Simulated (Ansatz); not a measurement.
# Work function of Sr(111): what the settings cost and change, part 2 of 2

Aim: the work function of Sr(111) against thickness and vacuum, with the cost.

Ansatz 0.2.0; plane-wave DFT, PBE, Ansatz PAW.

So far, work function, upper face (eV): step 2 (run, setting 1 layer) 2.60; step 4 (run, 3 atoms) 2.70; step 5 (run, 4 atoms) 2.71; step 6 (run, 5 atoms) 2.71; step 7 (slab, 6 atoms) 2.71.

### Step 8. Slab, 8 atoms

System of this step: Sr(111). The cell holds 8 atoms: 8 Sr. Its edges and angles: a = 4.299 Å, b = 4.299 Å, c = 42.572 Å, α = 90.0°, β = 90.0°, γ = 60.0°. Vacuum lies along c.

Contents of input.yaml:

```yaml
crystal:
  lattice:
    - [4.2992092296, 0.0, 0.0]
    - [2.1496046148, 3.723224409, 0.0]
    - [0.0, 0.0, 42.5720274567]
  atoms:
    - { symbol: Sr, position: [0.6666666667, 0.6666666667, 0.211406422] }
    - { symbol: Sr, position: [0.0, 0.0, 0.29386173] }
    - { symbol: Sr, position: [0.3333333333, 0.3333333333, 0.376317038] }
    - { symbol: Sr, position: [0.6666666667, 0.6666666667, 0.458772346] }
    - { symbol: Sr, position: [0.0, 0.0, 0.541227654] }
    - { symbol: Sr, position: [0.3333333333, 0.3333333333, 0.623682962] }
    - { symbol: Sr, position: [0.6666666667, 0.6666666667, 0.70613827] }
    - { symbol: Sr, position: [0.0, 0.0, 0.788593578] }
kpoints:
  mp_grid: { grid: [11, 11, 1] }
hamiltonian:
  xc: pbe
scf:
  occupations: { method: fermi_dirac, width: 0.1 }
  convergence: { dr2_threshold: 1.0e-09 }
efield:
  axis: 3
  dipole_correction: true
  ramp_position: 0.97
  ramp_width: 0.06
output:
  write_potential: true
  write_density: true
  volumetric_format: npy
```

Run with:

```console
$ ansatz run input.yaml --threads 2 --pin off --max-ram 3072MiB --backend cpu --events-out ev --progress --plain --runs-dir out
```

Numbers of over 12 decimals in the logs are rounded to 6 here.

The log of the run:

```text
[...]
Crystal: 8 atoms, lattice volume = 681.447 Å³
Basis set: ecut = 420 eV, 13253 PW (Γ)
Bands: 48, of which v1, the nominal top of the filled ones, is band 40 counted from 1 (39 counted from 0)
Symmetry: 6 space group operations
k-points: 16 of 121 (time reversal used)
[...]
k-point 0: bands = [... 36 lower, -0.1061, 0.3241, 0.7577, 1.1274, 2.4426, 2.5735, 2.8196, 3.0918, ... 12 higher]
  k-point 1: bands = [... 36 lower, 0.0022, 0.4317, 0.8671, 1.2434, 2.4441, 2.5946, 2.8466, 3.1138, ... 12 higher]
  k-point 2: bands = [... 36 lower, 0.3114, 0.7356, 1.1726, 1.5659, 2.4511, 2.6553, 2.9213, 3.1645, ... 12 higher]
  k-point 15: bands = [... 36 lower, 2.2155, 2.2882, 2.3394, 2.3731, 2.4760, 2.5687, 2.5827, 2.6894, ... 12 higher]
[key lines of the parts left out:]
SCF converged after 9 iterations
Free energy (F): -28353.253184 eV
Fermi energy:    2.380654 eV
Dipole field:    D = 0.000000 V/Å  (p = 0.000000 e·Å, saw-weighted, corrected)
Work function:   Φ+ = 2.7076 eV   Φ− = 2.7077 eV
```

It took 48 s on 2 threads of Arm Neoverse V2, shared host; peak memory 1.1 GiB.

The work function is 2.708 eV, -0.000 eV from the run “6 layers”, at 1.8 times its CPU time.

### Step 9. Run, 10 atoms

System of this step: Sr(111). The cell holds 10 atoms: 10 Sr. Its edges and angles: a = 4.299 Å, b = 4.299 Å, c = 49.593 Å, α = 90.0°, β = 90.0°, γ = 60.0°. Vacuum lies along c.

input.yaml, the sections that differ from step 8:

```yaml
crystal:
  lattice:
    - [4.2992092296, 0.0, 0.0]
    - [2.1496046148, 3.723224409, 0.0]
    - [0.0, 0.0, 49.5926067301]
  atoms:
    - { symbol: Sr, position: [0.0, 0.0, 0.1814786637] }
    - { symbol: Sr, position: [0.3333333333, 0.3333333333, 0.2522611829] }
    - { symbol: Sr, position: [0.6666666667, 0.6666666667, 0.3230437021] }
    - { symbol: Sr, position: [0.0, 0.0, 0.3938262212] }
    - { symbol: Sr, position: [0.3333333333, 0.3333333333, 0.4646087404] }
    - { symbol: Sr, position: [0.6666666667, 0.6666666667, 0.5353912596] }
    - { symbol: Sr, position: [0.0, 0.0, 0.6061737788] }
    - { symbol: Sr, position: [0.3333333333, 0.3333333333, 0.6769562979] }
    - { symbol: Sr, position: [0.6666666667, 0.6666666667, 0.7477388171] }
    - { symbol: Sr, position: [0.0, 0.0, 0.8185213363] }
# kpoints, hamiltonian, scf, efield, output: as in step 8
```

The log of the run:

```text
[...]
Crystal: 10 atoms, lattice volume = 793.825 Å³
Basis set: ecut = 420 eV, 15447 PW (Γ)
Bands: 60, of which v1, the nominal top of the filled ones, is band 50 counted from 1 (49 counted from 0)
Symmetry: 6 space group operations
k-points: 16 of 121 (time reversal used)
[...]
k-point 0: bands = [... 46 lower, 0.5629, 0.9209, 1.2609, 1.5361, 2.7985, 2.8921, 3.0851, 3.3064, ... 16 higher]
  k-point 1: bands = [... 46 lower, 0.6697, 1.0282, 1.3713, 1.6535, 2.7978, 2.9074, 3.1079, 3.3289, ... 16 higher]
  k-point 2: bands = [... 46 lower, 0.9722, 1.3290, 1.6779, 1.9798, 2.7994, 2.9535, 3.1746, 3.3891, ... 16 higher]
  k-point 15: bands = [... 46 lower, 2.6219, 2.6695, 2.7080, 2.7379, 2.8149, 2.8932, 2.9303, 2.9803, ... 16 higher]
[key lines of the parts left out:]
SCF converged after 9 iterations
Free energy (F): -35441.737323 eV
Fermi energy:    2.737639 eV
Dipole field:    D = 0.000000 V/Å  (p = 0.000000 e·Å, saw-weighted, corrected)
Work function:   Φ+ = 2.7071 eV   Φ− = 2.7071 eV
```

Elapsed: 80 s, on 2 threads; peak memory 1.5 GiB.

The work function is 2.707 eV, -0.001 eV from the run “8 layers”, at 1.7 times its CPU time.

### Step 10. Run, 13 atoms

System of this step: Sr(111). The cell holds 13 atoms: 13 Sr. Cell: a = 4.299 Å, b = 4.299 Å, c = 60.123 Å, α = 90.0°, β = 90.0°, γ = 60.0°. Vacuum lies along c.

input.yaml, the sections that differ from step 9:

```yaml
crystal:
  lattice:
    - [4.2992092296, 0.0, 0.0]
    - [2.1496046148, 3.723224409, 0.0]
    - [0.0, 0.0, 60.1234756401]
  atoms:
    - { symbol: Sr, position: [0.0, 0.0, 0.1496919449] }
    - { symbol: Sr, position: [0.3333333333, 0.3333333333, 0.2080766207] }
    - { symbol: Sr, position: [0.6666666667, 0.6666666667, 0.2664612966] }
    - { symbol: Sr, position: [0.0, 0.0, 0.3248459724] }
    - { symbol: Sr, position: [0.3333333333, 0.3333333333, 0.3832306483] }
    - { symbol: Sr, position: [0.6666666667, 0.6666666667, 0.4416153241] }
    - { symbol: Sr, position: [0.0, 0.0, 0.5] }
    - { symbol: Sr, position: [0.3333333333, 0.3333333333, 0.5583846759] }
    - { symbol: Sr, position: [0.6666666667, 0.6666666667, 0.6167693517] }
    - { symbol: Sr, position: [0.0, 0.0, 0.6751540276] }
    - { symbol: Sr, position: [0.3333333333, 0.3333333333, 0.7335387034] }
    - { symbol: Sr, position: [0.6666666667, 0.6666666667, 0.7919233793] }
    - { symbol: Sr, position: [0.0, 0.0, 0.8503080551] }
# kpoints, hamiltonian, scf, efield, output: as in step 9
```

The log of the run:

```text
[...]
Crystal: 13 atoms, lattice volume = 962.392 Å³
Basis set: ecut = 420 eV, 18687 PW (Γ)
Bands: 78, of which v1, the nominal top of the filled ones, is band 65 counted from 1 (64 counted from 0)
Symmetry: 6 space group operations
k-points: 16 of 121 (time reversal used)
[...]
k-point 0: bands = [... 61 lower, 1.2494, 1.5228, 1.7695, 1.9578, 3.1766, 3.2377, 3.3766, 3.5462, ... 22 higher]
  k-point 1: bands = [... 61 lower, 1.3557, 1.6309, 1.8819, 2.0769, 3.1738, 3.2470, 3.3935, 3.5662, ... 22 higher]
  k-point 2: bands = [... 61 lower, 1.6539, 1.9315, 2.1924, 2.4082, 3.1702, 3.2778, 3.4475, 3.6258, ... 22 higher]
  k-point 15: bands = [... 61 lower, 3.0392, 3.0724, 3.1013, 3.1223, 3.1766, 3.2390, 3.2924, 3.3177, ... 22 higher]
[key lines of the parts left out:]
SCF converged after 9 iterations
Free energy (F): -46074.463664 eV
Fermi energy:    3.116531 eV
Dipole field:    D = 0.000000 V/Å  (p = 0.000001 e·Å, saw-weighted, corrected)
Work function:   Φ+ = 2.7067 eV   Φ− = 2.7068 eV
```

Run time: 2.4 min. Hardware: 2 threads; peak memory 2.1 GiB; 4.7 min of CPU time.

The work function is 2.707 eV, -0.000 eV from the run “10 layers”, at 1.8 times its CPU time.

### Step 11. Run, 7 atoms

System of this step: Sr(111). The cell holds 7 atoms: 7 Sr. Its edges and angles: a = 4.299 Å, b = 4.299 Å, c = 31.062 Å, α = 90.0°, β = 90.0°, γ = 60.0°. Vacuum lies along c.

input.yaml, the sections that differ from step 10:

```yaml
crystal:
  lattice:
    - [4.2992092296, 0.0, 0.0]
    - [2.1496046148, 3.723224409, 0.0]
    - [0.0, 0.0, 31.06173782]
  atoms:
    - { symbol: Sr, position: [0.0, 0.0, 0.1609697445] }
    - { symbol: Sr, position: [0.3333333333, 0.3333333333, 0.2739798297] }
    - { symbol: Sr, position: [0.6666666667, 0.6666666667, 0.3869899148] }
    - { symbol: Sr, position: [0.0, 0.0, 0.5] }
    - { symbol: Sr, position: [0.3333333333, 0.3333333333, 0.6130100852] }
    - { symbol: Sr, position: [0.6666666667, 0.6666666667, 0.7260201703] }
    - { symbol: Sr, position: [0.0, 0.0, 0.8390302555] }
# kpoints, hamiltonian, scf, efield, output: as in step 10
```

The log of the run:

```text
[...]
Crystal: 7 atoms, lattice volume = 497.203 Å³
Basis set: ecut = 420 eV, 9685 PW (Γ)
Bands: 42, of which v1, the nominal top of the filled ones, is band 35 counted from 1 (34 counted from 0)
Symmetry: 6 space group operations
k-points: 16 of 121 (time reversal used)
[...]
k-point 0: bands = [... 31 lower, 0.7179, 1.1816, 1.6789, 2.1112, 3.4897, 3.5738, 3.9592, 4.1754, ... 10 higher]
  k-point 1: bands = [... 31 lower, 0.8274, 1.2896, 1.7881, 2.2263, 3.4891, 3.6057, 3.9832, 4.1967, ... 10 higher]
  k-point 2: bands = [... 31 lower, 1.1414, 1.5966, 2.0945, 2.5463, 3.4932, 3.6924, 4.0421, 4.2487, ... 10 higher]
  k-point 15: bands = [... 31 lower, 3.2010, 3.3018, 3.3458, 3.3965, 3.5210, 3.5789, 3.6712, 3.7160, ... 10 higher]
[key lines of the parts left out:]
SCF converged after 9 iterations
Free energy (F): -24809.011813 eV
Fermi energy:    3.405976 eV
Dipole field:    D = -0.000000 V/Å  (p = -0.000000 e·Å, saw-weighted, corrected)
Work function:   Φ+ = 2.6400 eV (in doubt: plateau slope 2.6e-1 eV/Å)   Φ− = 2.6572 eV (in doubt: plateau slope 2.0e-1 eV/Å)
```

Run time: 25 s. Hardware: 2 threads; peak memory 0.71 GiB; 49 s of CPU time.

The work function is 2.640 eV. The program marks this work function as in doubt.

### Step 12. Run, 7 atoms (run 2)

The cell differs from the one that the last finished run ended in (c 31.062 → 35.062 Å).

input.yaml, the sections that differ from step 11:

```yaml
crystal:
  lattice:
    - [4.2992092296, 0.0, 0.0]
    - [2.1496046148, 3.723224409, 0.0]
    - [0.0, 0.0, 35.06173782]
  atoms:
    - { symbol: Sr, position: [0.0, 0.0, 0.1996478337] }
    - { symbol: Sr, position: [0.3333333333, 0.3333333333, 0.2997652224] }
    - { symbol: Sr, position: [0.6666666667, 0.6666666667, 0.3998826112] }
    - { symbol: Sr, position: [0.0, 0.0, 0.5] }
    - { symbol: Sr, position: [0.3333333333, 0.3333333333, 0.6001173888] }
    - { symbol: Sr, position: [0.6666666667, 0.6666666667, 0.7002347776] }
    - { symbol: Sr, position: [0.0, 0.0, 0.8003521663] }
# kpoints, hamiltonian, scf, efield, output: as in step 11
```

The log of the run:

```text
[...]
Crystal: 7 atoms, lattice volume = 561.230 Å³
Basis set: ecut = 420 eV, 10911 PW (Γ)
Bands: 42, of which v1, the nominal top of the filled ones, is band 35 counted from 1 (34 counted from 0)
Symmetry: 6 space group operations
k-points: 16 of 121 (time reversal used)
[...]
k-point 0: bands = [... 31 lower, 0.0205, 0.4864, 0.9803, 1.4163, 2.7726, 2.9260, 3.2132, 3.5128, ... 10 higher]
  k-point 1: bands = [... 31 lower, 0.1300, 0.5945, 1.0894, 1.5315, 2.7754, 2.9514, 3.2418, 3.5336, ... 10 higher]
  k-point 2: bands = [... 31 lower, 0.4439, 0.9016, 1.3955, 1.8522, 2.7857, 3.0224, 3.3175, 3.5748, ... 10 higher]
  k-point 15: bands = [... 31 lower, 2.5044, 2.6054, 2.6491, 2.7000, 2.8244, 2.8824, 2.9746, 3.0196, ... 10 higher]
[key lines of the parts left out:]
SCF converged after 9 iterations
Free energy (F): -24809.011323 eV
Fermi energy:    2.708826 eV
Dipole field:    D = 0.000000 V/Å  (p = 0.000001 e·Å, saw-weighted, corrected)
Work function:   Φ+ = 2.7054 eV   Φ− = 2.7059 eV
```

The job ended after 33 s (2 threads; peak memory 0.88 GiB; 66 s of CPU time).

The work function is 2.705 eV, +0.065 eV from the run “7 layers, 10 Å of vacuum”, at 1.3 times its CPU time.

### Step 13. Slab, 7 atoms

The cell differs from the one that the last finished run ended in (c 35.062 → 47.062 Å).

input.yaml, the sections that differ from step 12:

```yaml
crystal:
  lattice:
    - [4.2992092296, 0.0, 0.0]
    - [2.1496046148, 3.723224409, 0.0]
    - [0.0, 0.0, 47.06173782]
  atoms:
    - { symbol: Sr, position: [0.0, 0.0, 0.2762328933] }
    - { symbol: Sr, position: [0.3333333333, 0.3333333333, 0.3508219288] }
    - { symbol: Sr, position: [0.6666666667, 0.6666666667, 0.4254109644] }
    - { symbol: Sr, position: [0.0, 0.0, 0.5] }
    - { symbol: Sr, position: [0.3333333333, 0.3333333333, 0.5745890356] }
    - { symbol: Sr, position: [0.6666666667, 0.6666666667, 0.6491780712] }
    - { symbol: Sr, position: [0.0, 0.0, 0.7237671067] }
# kpoints, hamiltonian, scf, efield, output: as in step 12
```

The log of the run:

```text
[...]
Crystal: 7 atoms, lattice volume = 753.314 Å³
Basis set: ecut = 420 eV, 14695 PW (Γ)
Bands: 42, of which v1, the nominal top of the filled ones, is band 35 counted from 1 (34 counted from 0)
Symmetry: 6 space group operations
k-points: 16 of 121 (time reversal used)
[...]
k-point 1: bands = [... 31 lower, -1.2512, -0.7866, -0.2918, 0.1504, 1.3933, 1.5729, 1.8576, 2.1565, ... 10 higher]
  k-point 2: bands = [... 31 lower, -0.9373, -0.4796, 0.0143, 0.4711, 1.4041, 1.6426, 1.9347, 2.1957, ... 10 higher]
  k-point 15: bands = [... 31 lower, 1.1232, 1.2242, 1.2679, 1.3188, 1.4432, 1.5012, 1.5934, 1.6384, ... 10 higher]
[key lines of the parts left out:]
SCF converged after 10 iterations
Free energy (F): -24809.011319 eV
Fermi energy:    1.327603 eV
Dipole field:    D = 0.000001 V/Å  (p = 0.000002 e·Å, saw-weighted, corrected)
Work function:   Φ+ = 2.7079 eV   Φ− = 2.7079 eV
```

The job ended after 48 s (2 threads; peak memory 1.1 GiB).

The work function is 2.708 eV, +0.002 eV from the run “7 layers, 14 Å of vacuum”, at 1.4 times its CPU time.

### Step 14. Side by side

Times are for 2 threads of Arm Neoverse V2, shared host. The series side by side:

| no. | setting | work function, upper face (eV) | time | memory (GiB) |
| --- | --- | --- | --- | --- |
| 1 | 1 layer | 2.600 | 3.4 s | 0.42 |
| 2 | 2 layers | 2.668 | 5 s | 0.44 |
| 3 | 3 layers | 2.702 | 10 s | 0.53 |
| 4 | 4 layers | 2.707 | 14 s | 0.6 |
| 5 | 5 layers | 2.708 | 20 s | 0.72 |
| 6 | 6 layers | 2.708 | 27 s | 0.83 |
| 7 | 8 layers | 2.708 | 48 s | 1.1 |
| 8 | 10 layers | 2.707 | 80 s | 1.5 |
| 9 | 13 layers | 2.707 | 2.4 min | 2.1 |
| 10 | 7 layers, 10 Å of vacuum | 2.640 | 25 s | 0.71 |
| 11 | 7 layers, 14 Å of vacuum | 2.705 | 33 s | 0.88 |
| 12 | 7 layers, 26 Å of vacuum | 2.708 | 48 s | 1.1 |

### Step 15. The same run with other settings

System of this step: Sr(111) monolayer. The cell holds 1 atom: 1 Sr. Its edges and angles: a = 4.299 Å, b = 4.299 Å, c = 18.000 Å, α = 90.0°, β = 90.0°, γ = 60.0°. Vacuum lies along c.

An input spoilt on purpose, to show how the run answers: it repeats the earlier run “1 layer” with scf.max_iter to 3; its output block differs too.

input.yaml, the sections that differ from step 13:

```yaml
crystal:
  lattice:
    - [4.2992092296, 0.0, 0.0]
    - [2.1496046148, 3.723224409, 0.0]
    - [0.0, 0.0, 18.0]
  atoms:
    - { symbol: Sr, position: [0.6666666667, 0.6666666667, 0.5] }
scf:
  occupations: { method: fermi_dirac, width: 0.1 }
  convergence: { dr2_threshold: 1.0e-09 }
  max_iter: 3
# kpoints, hamiltonian, efield, output: as in step 13
```

The log of the run:

```text
Engine: ansatz 0.2.0, aarch64-unknown-linux-gnu
Pseudopotentials: kind: paw
Pseudopotential: Sr, paw, valence charge 10, recommended cutoff 420 eV (normal), Sr.paw.azcp
Functional definition: PBE
  parameter kappa = 0.804
  parameter beta = 0.066725
  exchange = pbe_x(kappa = kappa, mu = beta*pi^2/3)
  correlation = pbe_c(beta = beta)
Crystal: 1 atoms, lattice volume = 288.125 Å³
Basis set: ecut = 420 eV, 5599 PW (Γ)
Bands: 9, of which v1, the nominal top of the filled ones, is band 5 counted from 1 (4 counted from 0)
Symmetry: 12 space group operations
k-points: 16 of 121
Non-local potential: Sr, projectors of the file, l = 0: 3, l = 1: 2, l = 2: 2
PAW form: soft (Blöchl's): semilocal exchange-correlation on the pseudo side does not see the compensation charge
PAW one-centre angular grid: Sr, 110 points (default); XC on 64 Gauss nodes
Initial density: superposition of atomic densities (neutral atoms: chi_scale 0, normalization atom), corrected by the library's trained network
Initial wavefunctions: pseudopotential atomic-orbital guess
Functional: x = pbe(κ = 0.804, μ = 0.219515), c = pbe(β = 0.066725)
SCF iter   1: F=—  HF=-3543.547206 eV  |F-HF|=—  |Δ(HF+E_count)|=         —  Δρ=1.04e-3  dr2=1.16e-2  ethr=1.77e-3  p=-0.000 e·Å  D=-2.54e-17 V/Å  ΔV_dip=0.00 eV  dr2_dipole=2.90e-17  V_vac-E_F(+/−)=2.74/2.74 eV  ⟨swp⟩=6.4  Hψ=2731  notcnv=0
efield: sawtooth ramp at fractional position 0.9700 (set: `efield.ramp_position`, or a place that a band, a saddle search or an elastic batch's reference lends), width 0.0600; the density the first Hamiltonian is built on has a dipole p = -0.000 e·Å; the dipole correction subtracts the counter field D = -2.54e-17 V/Å, which shifts the + side's vacuum level by +0.00 eV against the − side's; the planar-averaged density in the ramp window peaks in size at 9.2e-6 e/Å³
preconditioner: auto → LDOS  [insulator: Δε(μ)=0.271 eV  Ē_g=2.553 eV  σ=0.100 eV  W_gap=0.52  n_scr=8 (ndim 8)  ℏωp=3.1 eV  f_vac=0.642  D(μ)=1.20/eV (n_scr^D=4)  ε∞_Penn≈2.5  β→1.0]
SCF iter   2: F=—  HF=-3543.546452 eV  |F-HF|=—  |Δ(HF+E_count)|=   7.54e-4  Δρ=3.20e-4  dr2=4.19e-4  ethr=1.16e-4  p=-0.000 e·Å  D=-2.72e-7 V/Å  ΔV_dip=0.00 eV  dr2_dipole=2.67e-12  V_vac-E_F(+/−)=2.65/2.65 eV  ⟨swp⟩=6.6  Hψ=1166  notcnv=0
SCF iter   3: F=—  HF=-3543.546708 eV  |F-HF|=—  |Δ(HF+E_count)|=   2.56e-4  Δρ=1.12e-4  dr2=1.15e-4  ethr=4.19e-6  p=-0.000 e·Å  D=-1.20e-7 V/Å  ΔV_dip=0.00 eV  dr2_dipole=8.08e-16  V_vac-E_F(+/−)=2.63/2.63 eV  ⟨swp⟩=4.4  Hψ=975  notcnv=0
Error: did not converge after 3 iterations: dr2 = 1.15e-4 (threshold 1.00e-9), under the density mixer `msr1`, which `scf.mixing.algorithm: auto` chose by the deck's other keys (type `scf.mixing.algorithm: msr1` to keep it); raise `scf.max_iter`, which need not help a stalled SCF, or adjust the mixing (`scf.mixing`) or, under a smearing, its width (`scf.occupations.width`, in either direction: another width is another result); this SCF holds its density and magnetisation to the symmetry operations that it keeps, and cannot end on a state that breaks one of them: if the state sought breaks one, re-run with `crystal.symmetry.detect: [rest of the remark cut]
```

Run time: 2.1 s. Hardware: 2 threads; peak memory 0.36 GiB.

No converged result was reached; the numbers in the log don't describe the system.

The program's message: “Error: did not converge after 3 iterations: dr2 = 1.15e-4 (threshold 1.00e-9), under the density mixer `msr1`, which `scf.mixing.algorithm: auto` chose by the deck's other keys (type `scf.mixing.algor …”

The fault put into the input: too few SCF iterations.

### Step 16. Results

* work function, 1 layer: 2.600 eV
* work function, 6 layers: 2.708 eV
* work function, 13 layers: 2.707 eV

**Reading.** The thickest slab gives 2.71 eV, and the settings tried spread the value from 2.60 to 2.71 eV. At 18 Å of vacuum, the slabs from 2 layers on stay within 0.04 eV of the thickest. Going from 10 to 26 Å of vacuum moves it by 0.068 eV. The program marks the value as in doubt in “7 layers, 10 Å of vacuum”. The ladder's slabs use the tabulated experimental lattice constant (two decimals; a low-temperature value for the alkali metals). In 2 runs of the series (7 layers, 10 Å of vacuum and 7 layers, 14 Å of vacuum) the program warns that electrons reach the sawtooth's ramp, which makes dipole and work function less sure.

[Logs are printed without paths, hosts, clocks, repeated set-up lines and the standing remarks that a program may print on its own settings, such as how far it seeks lower states.]

[Hosts, paths, dates, database ids (printed as entryN), source tags and the programs' standing remarks are cut or masked in the printed files.]

[Maps of the electrostatic potential energy from Ansatz leave out the sawtooth potential of an applied field or a dipole correction, so their vacuum need not be flat; planar profiles and work functions include it.]
